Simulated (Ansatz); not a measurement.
## NiO2 (P-3m1): the cell at rest

Task: relax NiO2 (P-3m1) tightly.

Main program and level: Ansatz 0.2.0; DFT PBEsol, scalar-relativistic, plane waves, PAW.

Report form: the programs' logs are mostly left out.

### 1. The starting structure

The structure is trigonal, space group P-3m1 (No. 164). Conventional cell: a = 2.799 Å, b = 2.799 Å, c = 4.618 Å, α = 90.00°, β = 90.00°, γ = 120.00°. Nearest to Ni lie 6 O at 1.88 Å. Nearest to O lie 3 Ni at 1.88 Å. Farther neighbours and most contacts between anions are not listed.

### 2. A coarse first look

First a cheap look: the gap decides the mesh and the occupations, the pressure tells how far the cell has to move.

input.yaml

```yaml
crystal:
  lattice:
    - [2.798781865, 0.0, 0.0]
    - [-1.3993909325, 2.4238161948, 0.0]
    - [0.0, 0.0, 4.618273]
  atoms:
    - { symbol: Ni, position: [0.0, 0.0, 0.5] }
    - { symbol: O, position: [0.66666667, 0.33333333, 0.706039] }
    - { symbol: O, position: [0.33333333, 0.66666667, 0.293961] }
kpoints:
  mp_grid: { grid: [9, 9, 4] }
hamiltonian:
  xc: pbesol
scf:
  occupations: { method: gaussian, width: 0.1 }
output:
  forces: true
  stress: true
  eigenvalues: true
```

Started as:

```bash
$ ansatz run input.yaml --threads 4 --pin off --max-ram 7168MiB --backend cpu --events-out ev --progress --plain --runs-dir out
```

The job ended after 1.1 s (4 threads of Arm Neoverse N1, shared host; peak memory 0.3 GiB).

This run has no spin polarisation, although Ni can carry a moment.

A gap read on the k-mesh alone can miss the band edges.

Numbers from this step:

* pressure: -4.587 GPa
* gap on the k-mesh: 1.013 eV
* volume per atom: 10.44 Å³
* direct gap on mesh: 1.171 eV

The coarse mesh shows a gap of 1.01 eV and a pressure of -4.6 GPa.

### 3. Relaxation

The cell and atoms are relaxed, since residual forces and stress would shift the frequencies.

input.yaml, the sections that differ from step 2:

```yaml
kpoints:
  mp_grid: { grid: [12, 12, 6] }
scf:
  occupations: { method: gaussian, width: 0.02 }
output:
  forces: true
  stress: true
  eigenvalues: true
  write_density: true
  write_potential: true
  elf: true
  volumetric_format: npy
relax:
  adjacent_minimum: "off"
  f_tol: 0.005
  max_steps: 80
  cell: { stress_tol: 0.05 }
# crystal, hamiltonian: as in step 2
```

Wall time 64 s (4 threads); peak memory 0.39 GiB; 2.4 min of CPU time.

Relaxation path:

```csv
step,energy less that of the first step (eV),largest force component (eV/Å),pressure (GPa),volume (Å³)
1,0.0000,0.4749,-4.59,31.33
2,-0.0091,0.2579,-2.72,31.49
3,-0.0127,0.0294,0.18,31.63
4,-0.0133,0.0035,-0.02,31.54
5*,-0.0149,0.0032,0.07,31.54
6,-0.0139,0.0099,0.11,31.76
7,-0.0130,0.0011,0.01,31.91
8,-0.0126,0.0004,0.00,31.97
9*,-0.0156,0.0003,0.05,31.97
10,-0.0143,0.0019,0.04,32.22
11,-0.0138,0.0001,0.00,32.29
12*,-0.0159,0.0002,0.02,32.29
13,-0.0148,0.0010,0.00,32.50
14*,-0.0160,0.0010,0.01,32.50
15,-0.0152,0.0016,0.01,32.65
16*,-0.0161,0.0016,0.02,32.65
17,-0.0154,0.0011,-0.02,32.76
18*,-0.0161,0.0010,0.01,32.76
```

Relaxation steps marked * repeat the geometry before them on a plane-wave basis chosen anew for their cell, so energy and pressure can jump there.

The run keeps the 12 symmetry operations that it works with, so distortions that break them were not tested.

```csv
"conventional cell, symmetrised",before,after,change
a (Å),2.799,2.785,-0.5 %
b (Å),2.799,2.785,-0.5 %
c (Å),4.618,4.879,+5.6 %
volume (Å³/atom),10.44,10.92,+4.6 %
```

The atoms that moved most (Å, as changes of fractional coordinates times the final cell):

```csv
atom,dx,dy,dz,length
O2,0.000,0.000,-0.072,0.072
O3,0.000,0.000,0.072,0.072
```

Final coordinates:

```
Ni O
1.0
     2.78453    0.00000    0.00000
    -1.39226    2.41147    0.00000
     0.00000    0.00000    4.87891
Ni O
1 2
Cartesian
  0.0000 0.0000 2.4395
  1.3923 0.8038 3.3723
  0.0000 1.6076 1.5066
```

Numbers from this step:

```
pressure           : 0.01473 GPa
gap on the k-mesh  : 1.040 eV
volume per atom    : 10.92 Å³
direct gap on mesh : 1.276 eV
```

ELF in the ac plane at fractional y = 0.333, with atoms of O within 0.2 Å of it. It is the smooth field of the valence electrons, not physical close to the nuclei.

Ten even steps from '0' (0.00) to '9' (0.88):
```
00000001233210
00000125677642
10000257899874
30001479999986
41002589999997
51002689989998
52012689756898
51112688634798
31111588756897
21111378888885
11221147888763
12221113566431
11221111222211
12222111111111
23333210000011
35655321000012
56776421000013
56776421000013
56776420000012
45665320000002
34554210000001
13332100000000
01111000000000
00000000000000
00000000000000
```
Columns run along a (2.8 Å), rows up along c (4.9 Å). Atoms in or near the plane, at fractional coordinates: O at (0.67, 0.69).

Electrostatic potential energy in the ac plane at fractional y = 0.333, with atoms of O within 0.2 Å of it. With pseudopotentials it is smooth inside the atoms' cores, unlike the true potential.

Ten even steps from '_' (-34 eV) to '@' (14 eV):
```
@@@@@@@@@@@@@@@@@@@@@@@@@@@@
@@@@@@@@@@@@@@@@@@@@@@@@@@@@
@@@@@@@@@@@@@@@@@@@@@@@@@@@@
@@@@@@@@@@@@@@@@%%####@@@@@@
@@@@@@@@@@@@@@##==::--++%%@@
@@@@@@@@@@@@##--______..==%%
@@@@@@@@%%%%++..________::##
%%%%%%%%%%%%++..________::**
%%%%%%%%%%%%**..________--##
####****######==..____::++##
**++++++**######++====**####
**++====++####%%%%%%%%%%%%##
**++====++##%%%%%%%%%%%%%%##
**++++++**##%%%%%%@@@@%%%%##
##******####%%%%%%@@%%%%%%%%
%%########%%%%@@@@@@@@@@%%%%
%%%%####%%%%%%@@@@@@@@@@@@%%
%%%%%%%%%%@@@@@@@@@@@@@@@@@@
@@@@%%%%@@@@@@@@@@@@@@@@@@@@
@@@@@@@@@@@@@@@@@@@@@@@@@@@@
@@@@@@@@@@@@@@@@@@@@@@@@@@@@
@@@@@@@@@@@@@@@@@@@@@@@@@@@@
@@@@@@@@@@@@@@@@@@@@@@@@@@@@
@@@@@@@@@@@@@@@@@@@@@@@@@@@@
@@@@@@@@@@@@@@@@@@@@@@@@@@@@
```
Columns run along a (2.8 Å; values clipped at the 3rd and 97th percentile), rows up along c (4.9 Å). Atoms in or near the plane, at fractional coordinates: O at (0.67, 0.69).

Valence density in the ac plane at fractional y = 0.333, with atoms of O within 0.2 Å of it. It is the smooth field of the valence electrons, not physical close to the nuclei.

Ten steps, logarithmic in the rise over the least value, from '_' (0.0 e/Å³) to '@' (7.2 e/Å³):
```
__________________..________
____________......::::....__
..________..::::--------::..
....____..::--==++++++==--::
::........--==++######**++--
--::....::--++##%%@@@@%%**==
--::::::--==**%%@@@@@@@@##++
==--::::--==**%%@@@@@@@@##++
==--------==**##@@@@@@%%##++
============++**##%%%%##**++
==++++++======++********++==
==++**++++==================
==++**++++==--------------==
==++++++++==--::::::::::----
==++++++++==--::::....::::--
==++++++++==--::........::--
==++++++++==--::........::--
--==++++==--::..........::--
--========--::....____....::
::--------::....________....
..::::::::....____________..
..........__________________
____________________________
____________________________
____________________________
```
Columns run along a (2.8 Å), rows up along c (4.9 Å). Atoms in or near the plane, at fractional coordinates: O at (0.67, 0.69).

In this step the volume went from 10.44 to 10.92 Å³/atom.

### 4. Tight relaxation

Phonons need a cell at rest on their own settings, so the relaxation is repeated with tight tolerances on forces and stress, using the mesh and the filling of the phonon run that follows.

input.yaml

```yaml
crystal:
  lattice:
    - [2.7845257632, 0.0, 0.0]
    - [-1.3922628816, 2.4114700484, 0.0]
    - [0.0, 0.0, 4.8789135625]
  atoms:
    - { symbol: Ni, position: [0.0, 0.0, 0.5] }
    - { symbol: O, position: [0.6666666667, 0.3333333333, 0.6912080341] }
    - { symbol: O, position: [0.3333333333, 0.6666666667, 0.3087919659] }
kpoints:
  mp_grid: { grid: [12, 12, 6] }
hamiltonian:
  xc: pbesol
scf:
  occupations: { method: fixed }
output:
  forces: true
  stress: true
  eigenvalues: true
relax:
  adjacent_minimum: "off"
  f_tol: 0.001
  max_steps: 60
  cell: { stress_tol: 0.01 }
```

Wall time 77 s (4 threads); peak memory 0.38 GiB.

Step by step:

```csv
step,energy less that of the first step (eV),largest force component (eV/Å),pressure (GPa),volume (Å³)
1,0.0000,0.0010,0.01,32.76
2,0.0001,0.0006,0.01,32.78
3,0.0002,0.0001,0.00,32.80
4*,0.0000,0.0001,0.01,32.80
5,0.0003,0.0008,0.00,32.85
6,0.0003,0.0004,0.00,32.86
7*,-0.0001,0.0005,0.01,32.86
8,0.0002,0.0005,-0.01,32.92
9,0.0001,0.0001,0.00,32.91
10*,-0.0001,0.0001,0.01,32.91
11,0.0001,0.0004,0.00,32.94
12*,-0.0001,0.0004,0.01,32.94
13,0.0000,0.0003,0.01,32.97
14*,-0.0001,0.0003,0.01,32.97
15,0.0001,0.0001,0.00,33.00
16*,-0.0001,0.0001,0.01,33.00
17,0.0000,0.0000,0.00,33.03
18*,-0.0002,0.0000,0.00,33.03
```

Relaxation steps marked * repeat the geometry before them on a plane-wave basis chosen anew for their cell, so energy and pressure can jump there.

The run keeps the 12 symmetry operations that it works with, so distortions that break them were not tested.

```csv
"conventional cell, symmetrised",before,after,change
a (Å),2.785,2.784,-0.0 %
b (Å),2.785,2.784,-0.0 %
c (Å),4.879,4.920,+0.8 %
volume (Å³/atom),10.92,11.01,+0.8 %
```

The relaxed structure:

```cif
data_structure
_symmetry_space_group_name_H-M 'P 1'
_symmetry_Int_Tables_number 1
_cell_length_a 2.7843
_cell_length_b 2.7843
_cell_length_c 4.9199
_cell_angle_alpha 90.000
_cell_angle_beta 90.000
_cell_angle_gamma 120.000
_cell_volume 33.03
loop_
_atom_site_label
_atom_site_type_symbol
_atom_site_fract_x
_atom_site_fract_y
_atom_site_fract_z
_atom_site_occupancy
Ni1 Ni 0.00000 0.00000 0.50000 1
O2 O 0.66667 0.33333 0.68965 1
O3 O 0.33333 0.66667 0.31035 1
```

This step gave:

```
pressure           : 0.003829 GPa
gap on the k-mesh  : 1.052 eV
volume per atom    : 11.01 Å³
direct gap on mesh : 1.289 eV
```

The largest force component left is 0.019 meV/Å and the pressure is 0.004 GPa, within the tolerances set. The cell now holds 11.01 Å³/atom.

### 5. Outcome

* space group after relaxation (within 0.01 Å): P-3m1
* lattice constant a: 2.784 Å
* lattice constant b: 2.784 Å
* lattice constant c: 4.920 Å
* volume per atom: 11.0 Å³
* gap on the k-mesh: 1.05 eV

What this shows: The largest force component left is 0.019 meV/Å and the pressure is 0.004 GPa, within the tolerances set. The cell now holds 11.01 Å³/atom. The relaxation keeps the symmetry of its start, so it says nothing on stability against lower symmetry.

[Logs are printed without paths, hosts, clocks, repeated set-up lines and the standing remarks that a program may print on its own settings, such as how far it seeks lower states.]

[Hosts, paths, dates, database ids (printed as entryN), source tags and the programs' standing remarks are cut or masked in the printed files.]
